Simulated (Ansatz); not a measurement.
# Ru(0001) film, 5 layers, step: surface scattering, part 2 of 2

How does Ru(0001) film, 5 layers, step scatter electrons that run along the film?

Ansatz 0.2.0; Ansatz plane-wave DFT, PBE, PAW files; relaxation of the atoms about the surface defect; PAW set soft_1 (the session's first sound run).

So far: Set-up; Relaxing about the defect.

### 2. Relaxing about the defect (continued)

Step by step:

```
step  energy less that of the first step (eV)  largest force component (eV/Å)
   1                                   0.0000                          0.9918
   2                                  -0.1657                          1.0162
   3                                  -0.2694                          0.1537
   4                                  -0.2713                          0.0264
   5                                  -0.2713                          0.0263
```

Forces are held to the 2 operations that the run works with; a distortion that breaks them can't arise in this run.

The atoms that moved most (Å):

| atom | dx | dy | dz | length |
| --- | --- | --- | --- | --- |
| Ru83 | -0.060 | 0.000 | -0.091 | 0.109 |
| Ru81 | -0.072 | 0.000 | 0.080 | 0.108 |
| Ru82 | -0.079 | 0.000 | 0.000 | 0.079 |
| Ru50 | 0.058 | 0.000 | 0.045 | 0.073 |
| Ru39 | 0.042 | 0.000 | -0.050 | 0.065 |
| Ru28 | 0.050 | 0.000 | -0.005 | 0.050 |
| Ru59 | -0.033 | 0.000 | 0.024 | 0.041 |
| Ru37 | 0.030 | 0.000 | -0.015 | 0.034 |

Numbers from this step:

```yaml
free_energy: -487901.2809 eV
energy_at_zero_smearing: -487899.7552 eV
fermi_energy: 9.577 eV
```

The largest force component on a free atom ends at 0.026 eV/Å, under the tolerance of 0.03, after 5 steps.

### 3. Transmission along the film

The film far from the defect is the lead. The first vector holds vacuum and takes one k-point. Energies from -0.05 to 0.05 eV in steps of 0.05 eV are too few for the program's thermal sum, so it prints no conductance; for a metal the transmission near the Fermi level serves, at a fraction of the cost.

This step: Ansatz plane-wave DFT, PBE, PAW files; ballistic transport by layer matching (Landauer), zero bias; PAW set soft_1 (Ansatz 0.2.0).

Input file input.yaml:

```yaml
crystal:
  lattice:
    - [21.70475, 0.0, 0.0]
    - [0.0, 2.7058, 0.0]
    - [0.0, 0.0, 37.492664601]
  atoms:
    - { symbol: Ru, position: [0.2073278891, 0.0, 0.0] }
    - { symbol: Ru, position: [0.2073278891, 0.5, 0.0625] }
    - { symbol: Ru, position: [0.3059675877, 0.0, 0.0416666667] }
    - { symbol: Ru, position: [0.3059675877, 0.5, 0.1041666667] }
    - { symbol: Ru, position: [0.4046072864, 0.0, 0.0] }
    - { symbol: Ru, position: [0.4046072864, 0.5, 0.0625] }
    - { symbol: Ru, position: [0.5032469851, 0.0, 0.0416666667] }
    - { symbol: Ru, position: [0.5032469851, 0.5, 0.1041666667] }
    - { symbol: Ru, position: [0.6018866838, 0.0, 0.0] }
    - { symbol: Ru, position: [0.6018866838, 0.5, 0.0625] }
    - { symbol: Ru, position: [0.2073278891, 0.0, 0.125] }
    - { symbol: Ru, position: [0.2073278891, 0.5, 0.1875] }
    - { symbol: Ru, position: [0.3059675877, 0.0, 0.1666666667] }
    - { symbol: Ru, position: [0.3059675877, 0.5, 0.2291666667] }
    - { symbol: Ru, position: [0.4046072864, 0.0, 0.125] }
    - { symbol: Ru, position: [0.4046072864, 0.5, 0.1875] }
    - { symbol: Ru, position: [0.5032469851, 0.0, 0.1666666667] }
    - { symbol: Ru, position: [0.5032469851, 0.5, 0.2291666667] }
    - { symbol: Ru, position: [0.6018866838, 0.0, 0.125] }
    - { symbol: Ru, position: [0.6018866838, 0.5, 0.1875] }
    - { symbol: Ru, position: [0.2073278891, 0.0, 0.25] }
    - { symbol: Ru, position: [0.2073278891, 0.5, 0.3125] }
    - { symbol: Ru, position: [0.3059675877, 0.0, 0.2916666667] }
    - { symbol: Ru, position: [0.3059675877, 0.5, 0.3541666667] }
    - { symbol: Ru, position: [0.4046072864, 0.0, 0.25] }
    - { symbol: Ru, position: [0.4046072864, 0.5, 0.3125] }
    - { symbol: Ru, position: [0.5032469851, 0.0, 0.2916666667] }
    - { symbol: Ru, position: [0.5055439457, 0.5, 0.354023459] }
    - { symbol: Ru, position: [0.6018866838, 0.0, 0.25] }
    - { symbol: Ru, position: [0.6018866838, 0.5, 0.3125] }
    - { symbol: Ru, position: [0.2073278891, 0.0, 0.375] }
    - { symbol: Ru, position: [0.2073278891, 0.5, 0.4375] }
    - { symbol: Ru, position: [0.3059675877, 0.0, 0.4166666667] }
    - { symbol: Ru, position: [0.3059675877, 0.5, 0.4791666667] }
    - { symbol: Ru, position: [0.4046072864, 0.0, 0.375] }
    - { symbol: Ru, position: [0.4046072864, 0.5, 0.4375] }
    - { symbol: Ru, position: [0.5046321586, 0.0, 0.4162603052] }
    - { symbol: Ru, position: [0.50387447, 0.5, 0.4791053467] }
    - { symbol: Ru, position: [0.6038288525, 0.0, 0.3736722689] }
    - { symbol: Ru, position: [0.6026788452, 0.5, 0.4371487008] }
    - { symbol: Ru, position: [0.2073278891, 0.0, 0.5] }
    - { symbol: Ru, position: [0.2073278891, 0.5, 0.5625] }
    - { symbol: Ru, position: [0.3059675877, 0.0, 0.5416666667] }
    - { symbol: Ru, position: [0.3059675877, 0.5, 0.6041666667] }
    - { symbol: Ru, position: [0.4046072864, 0.0, 0.5] }
    - { symbol: Ru, position: [0.4046072864, 0.5, 0.5625] }
    - { symbol: Ru, position: [0.5043964718, 0.0, 0.5421677599] }
    - { symbol: Ru, position: [0.5045121045, 0.5, 0.6043165552] }
    - { symbol: Ru, position: [0.6025008428, 0.0, 0.5000726981] }
    - { symbol: Ru, position: [0.6045661651, 0.5, 0.5636946984] }
    - { symbol: Ru, position: [0.2073278891, 0.0, 0.625] }
    - { symbol: Ru, position: [0.2073278891, 0.5, 0.6875] }
    - { symbol: Ru, position: [0.3059675877, 0.0, 0.6666666667] }
    - { symbol: Ru, position: [0.3059675877, 0.5, 0.7291666667] }
    - { symbol: Ru, position: [0.4046072864, 0.0, 0.625] }
    - { symbol: Ru, position: [0.4046072864, 0.5, 0.6875] }
    - { symbol: Ru, position: [0.5032469851, 0.0, 0.6666666667] }
    - { symbol: Ru, position: [0.5032469851, 0.5, 0.7291666667] }
    - { symbol: Ru, position: [0.6003805576, 0.0, 0.6256487648] }
    - { symbol: Ru, position: [0.6018866838, 0.5, 0.6875] }
    - { symbol: Ru, position: [0.2073278891, 0.0, 0.75] }
    - { symbol: Ru, position: [0.2073278891, 0.5, 0.8125] }
    - { symbol: Ru, position: [0.3059675877, 0.0, 0.7916666667] }
    - { symbol: Ru, position: [0.3059675877, 0.5, 0.8541666667] }
    - { symbol: Ru, position: [0.4046072864, 0.0, 0.75] }
    - { symbol: Ru, position: [0.4046072864, 0.5, 0.8125] }
    - { symbol: Ru, position: [0.5032469851, 0.0, 0.7916666667] }
    - { symbol: Ru, position: [0.5032469851, 0.5, 0.8541666667] }
    - { symbol: Ru, position: [0.6018866838, 0.0, 0.75] }
    - { symbol: Ru, position: [0.6018866838, 0.5, 0.8125] }
    - { symbol: Ru, position: [0.2073278891, 0.0, 0.875] }
    - { symbol: Ru, position: [0.2073278891, 0.5, 0.9375] }
    - { symbol: Ru, position: [0.3059675877, 0.0, 0.9166666667] }
    - { symbol: Ru, position: [0.3059675877, 0.5, 0.9791666667] }
    - { symbol: Ru, position: [0.4046072864, 0.0, 0.875] }
    - { symbol: Ru, position: [0.4046072864, 0.5, 0.9375] }
    - { symbol: Ru, position: [0.5032469851, 0.0, 0.9166666667] }
    - { symbol: Ru, position: [0.5032469851, 0.5, 0.9791666667] }
    - { symbol: Ru, position: [0.6018866838, 0.0, 0.875] }
    - { symbol: Ru, position: [0.6018866838, 0.5, 0.9375] }
    - { symbol: Ru, position: [0.6972065112, 0.0, 0.4188069178] }
    - { symbol: Ru, position: [0.6968885726, 0.5, 0.4791770909] }
    - { symbol: Ru, position: [0.6977400859, 0.0, 0.5392357727] }
kpoints:
  mp_grid: { grid: [1, 12, 1] }
hamiltonian:
  xc: pbe
  pseudopotentials: { kind: paw, azcp: { folder: soft_1 } }
scf:
  occupations: { method: fermi_dirac, width: 0.1 }
output:
  transmission:
    leads: [[0, 10]]
    kmesh: [1, 24]
    e_range: [-0.05, 0.05]
    de: 0.05
  write_potential: true
  write_density: true
  volumetric_format: npy
  elf: true
```

Launch:

```
$ ansatz run input.yaml --threads 8 --pin off --max-ram 15360MiB --backend cpu --events-out ev --progress --plain --runs-dir out
```

Numbers of over 12 decimals in the logs are rounded to 6 here.

Log:

```text
[...]
Crystal: 83 atoms, lattice volume = 2201.896 Å³
Basis set: ecut = 420 eV, 43297 PW (Γ)
Bands: 797, of which v1, the nominal top of the filled ones, is band 664 counted from 1 (663 counted from 0)
Symmetry: 2 space group operations
[...]
k-points: 7 of 12
[...]
SCF iter   1: F=—  HF=-487954.661149 eV  |F-HF|=—  |Δ(HF+E_count)|=         —  Δρ=8.40e-2  dr2=2.54e2  ethr=3.10e-3  ⟨swp⟩=7.1  Hψ=22524  notcnv=0  defer=16
[...]
SCF iter  12: F=-487901.266392 eV  HF=-487901.266392 eV  |F-HF|=1.16e-10  |Δ(HF+E_count)|=   2.57e-8  Δρ=1.03e-6  dr2=3.11e-8  ethr=7.53e-12  ⟨swp⟩=10.4  Hψ=16204  notcnv=0
SCF 1 converged in 12 iterations: F = -487901.266392 eV  dr2 = 3.11e-8
[...]
transmission: 110 of 1092 steps passed
transmission: 224 of 1092 steps passed
[...]
transmission: 1092 of 1092 steps passed
WARN: The input density's exchange-correlation potential varies sharply where the density is thin. Do not read a vacuum level from v_tot or v_xc, or from such a field of the output density. On a cell that repeats whose density bears no net charge and no dipole along the vacuum's axis use v_es (v_loc + v_h of the components); under efield.dipole_correction with no amplitude use v_es + v_field, which holds any external [...]
SCF converged after 12 iterations
Free energy (F): -487901.266392 eV
[...]
Internal energy: -487898.150432 eV  (E = F + TS)
E sigma→0 (E₀):  -487899.708412 eV
Entropy (-TS):   -3.115960 eV (-37.542 meV/atom)
Fermi energy:    9.579763 eV
[...]
--- Band table (eV; the first three rows and the last of 7) ---
  k-point 0: bands = [... 660 lower, 9.2674, 9.2752, 9.2975, 9.3052, 9.3079, 9.3190, 9.3412, 9.3474, ... 129 higher]
  k-point 1: bands = [... 660 lower, 9.1508, 9.1589, 9.1834, 9.2017, 9.2123, 9.2484, 9.2582, 9.3159, ... 129 higher]
  k-point 2: bands = [... 660 lower, 9.0435, 9.0489, 9.0609, 9.0873, 9.0916, 9.1035, 9.1087, 9.1216, ... 129 higher]
  k-point 6: bands = [... 660 lower, 10.3088, 10.3203, 10.3393, 10.3444, 10.4359, 10.4919, 10.5092, 10.5221, ... 129 higher]
--- Transmission ---
  basis      : 521 plane waves across, 84 finite elements along
  points     : 13, standing for a mesh of 1 x 24
  energies   : 3 from -0.050000 to 0.050000 eV about the Fermi level, 0.050000 eV apart; the leads are filled to 0.000000 eV, and channels, transmission and decay are at 0.000000 eV
  crystal 0  : Ru10, at the sites [0, 10], period 4.6866 Å, over 25.78 Å; its Hamiltonian steps by up to 4.6 meV
    offset         : up to 0.0000 Å between an atom of the period and one for which it stands
    channels       : 6.458333e0 a spin
    conductance    : none, the energies end too early or step too widely for 300 K: set another output.transmission.e_range or a lower de, or, where they end at an eighth of basis.ecutwfc, a higher one
  junction   : crystal 0 to crystal 0, 1.95 to 34.76 Å
    transmission   : 4.327845e0 a spin
[...]
```

Wall time 25 min (8 threads of Intel Xeon at 2.70GHz, shared host); peak memory 11 GiB.

Reading the cycles: dr2 is the Hartree energy of the density residual (eV), the measure of convergence; HF is the Harris–Foulkes estimate of the energy, which meets the free energy F at convergence.

This step gave:

* free energy: -487901.2664 eV
* energy at zero smearing: -487899.7084 eV
* Fermi energy: 9.580 eV
* cell area: 58.73 Å²
* transmission per spin nearest the Fermi level: 4.328
* open channels per spin nearest the Fermi level: 6.458
* step of the lead's potential: 4.6 meV

Per spin. Table of transmission, zone mean by energy, zero at the Fermi level:

```csv
energy (eV),"transmission, zone mean"
-0.0500,4.29
0.0000,4.33
0.0500,4.35
```

Per spin. Table of open channels, zone mean, lead by energy, zero at the Fermi level:

```
energy (eV)  open channels, zone mean, lead
    -0.0500                            6.54
     0.0000                            6.46
     0.0500                            6.46
```

Valence density in the ca plane at fractional y = 0.000, with atoms of Ru within 0.2 Å of it. It is the smooth field of the valence electrons, not physical close to the nuclei.

Ten steps, logarithmic in the rise over the least value, from '0' (0 e/Å³) to '9' (10 e/Å³), each cell a mean:
```
00000000000000000000000000000000000000000000
00000000000000000000000000000000000000000000
00000000000000000000000000000000000000000000
00000000000000000000000000000000000000000000
00000000000000000000000000000000000000000000
00000000000000000000000000000000000000000000
10000000000000000000000000000000000000000000
21000000000000000000000000000000000000000000
22224664322222223566422222222466642222222246
32358998533333236899743333223699963333322479
22234665444332223565434432222356543443222245
32233334799853223333579974323332358997422333
32223333678742223333468863222333347886322233
22246886433332224788633332223578753333222367
32357997433332235899743333223689863333322479
22223443456532223344346643222334445654222234
32333334799853233333589984323332368997432333
22223333566532223333356653222333345664322233
22347997433332235898743333223689863333322468
22247886422222225788632222223588853222222368
00111111110110011111110011001111111001100111
00000000000000000000000000000000000000000000
00000000000000000000000000000000000000000000
00000000000000000000000000000000000000000000
```
Columns run along c (16.0 Å, from fractional 0.57 to 1.00 of the cell), rows up along a (21.7 Å). Atoms in or near the plane, at fractional coordinates: Ru at (0.62, 0.21), Ru at (0.67, 0.31), Ru at (0.62, 0.40), Ru at (0.67, 0.50), Ru at (0.63, 0.60), Ru at (0.75, 0.21), Ru at (0.79, 0.31), Ru at (0.75, 0.40), Ru at (0.79, 0.50), Ru at (0.75, 0.60), Ru at (0.87, 0.21), Ru at (0.92, 0.31), Ru at (0.87, 0.40), Ru at (0.92, 0.50) and more.

ELF in the ca plane at fractional y = 0.000, with atoms of Ru within 0.2 Å of it. It is the smooth field of the valence electrons, not physical close to the nuclei.

Ten even steps from '0' (0.00) to '9' (0.59), each cell a mean:
```
00000000000000000000000000000000000000000000
00000000000000000000000000000000000000000000
00000000000000000000000000000000000000000000
00000000000000000000000000000000000000000000
00000000000000000000000000000000000000000000
00000000000000000000000000000000000000000000
11100000000000000000000000000000000000000000
32221111233333332111123333332111112333333211
55434665456555544566445555554456644555555446
55459999545555546999845555554799974555554489
44445666555443334566545544333466654544433456
44544444899954444454589984454445469998445444
34445444688744445544578864444554457875344454
44446887545544444788644554443578764455444357
55458998545555545999744555544699974555554479
44444455566544444455556654444445555664344444
45554444899964555454599995455544469998445554
33445555566543344555556653344455556664334445
44448898545544445889744544444698964554444479
55547887456555545888645555554688864555555468
44422112344444432111234444443211123444444321
11110000111111111000011111111000001111111100
00000000000000000000000000000000000000000000
00000000000000000000000000000000000000000000
```
Columns run along c (16.0 Å, from fractional 0.57 to 1.00 of the cell), rows up along a (21.7 Å). Atoms in or near the plane, at fractional coordinates: Ru at (0.62, 0.21), Ru at (0.67, 0.31), Ru at (0.62, 0.40), Ru at (0.67, 0.50), Ru at (0.63, 0.60), Ru at (0.75, 0.21), Ru at (0.79, 0.31), Ru at (0.75, 0.40), Ru at (0.79, 0.50), Ru at (0.75, 0.60), Ru at (0.87, 0.21), Ru at (0.92, 0.31), Ru at (0.87, 0.40), Ru at (0.92, 0.50) and more.

Electrostatic potential energy in the ca plane at fractional y = 0.000, with atoms of Ru within 0.2 Å of it. With pseudopotentials it is smooth inside the atoms' cores, unlike the true potential.

Ten even steps from '0' (-72 eV) to '9' (15 eV), each cell a mean:
```
99999999999999999999999999999999999999999999
99999999999999999999999999999999999999999999
99999999999999999999999999999999999999999999
99999999999999999999999999999999999999999999
99999999999999999999999999999999999999999999
99999999999999999999999999999999999999999999
99999999999999999999999999999999999999999999
99999999999999999999999999999999999999999999
99997667999999998756899999999865689999999986
99972002799999996100389999998500058999999830
99997667888899999767888899999876788889999987
89999998410269999999730037999999962004899999
99999998633489999999853358999999975336899999
99985335899999997433689999999743479999999863
99973003799999996201489999998510158999999841
99999888866799999888876679999988887668999998
89999998300169999999720027999999961003899999
99999888765789999988875579999998887567999998
99973114799999997211589999998621268999999851
99985225899999997423689999999632369999999863
99999999999999999999999999999999999999999999
99999999999999999999999999999999999999999999
99999999999999999999999999999999999999999999
99999999999999999999999999999999999999999999
```
Columns run along c (16.0 Å, from fractional 0.57 to 1.00 of the cell; values clipped at the 3rd and 97th percentile), rows up along a (21.7 Å). Atoms in or near the plane, at fractional coordinates: Ru at (0.62, 0.21), Ru at (0.67, 0.31), Ru at (0.62, 0.40), Ru at (0.67, 0.50), Ru at (0.63, 0.60), Ru at (0.75, 0.21), Ru at (0.79, 0.31), Ru at (0.75, 0.40), Ru at (0.79, 0.50), Ru at (0.75, 0.60), Ru at (0.87, 0.21), Ru at (0.92, 0.31), Ru at (0.87, 0.40), Ru at (0.92, 0.50) and more.

Over the solved energies the transmission per spin lies between 4.29 and 4.35, out of 6.49 channels of the lead on average (up to 6.54).

### 4. Share that passes

This step: Ansatz plane-wave DFT, PBE, PAW files; ballistic transport by layer matching (Landauer), zero bias; share of the film's channels that pass the defect (the area holds the vacuum); PAW set soft_1 (Ansatz 0.2.0).

Numbers from this step:

| Property | Result |
| --- | --- |
| T over the leads' mean channel count | 0.6663 |

Averaged over the energies near the Fermi level, 66.6 % of the channels pass.

### 5. What came out

* share of the film's channels that pass: 0.666

67 % of the film's channels pass the defect. The film is 5 layers thick, so the defect disturbs a good part of its section. It runs straight across the current without end, so the wavevector along it is kept. Only atoms near the defect are relaxed, while the rest of the face keeps bulk spacings, so part of the reflection may come from that relaxed patch.

[Logs are printed without paths, hosts, clocks, repeated set-up lines and the standing remarks that a program may print on its own settings, such as how far it seeks lower states.]

[Hosts, paths, dates, database ids (printed as entryN), source tags and the programs' standing remarks are cut or masked in the printed files.]
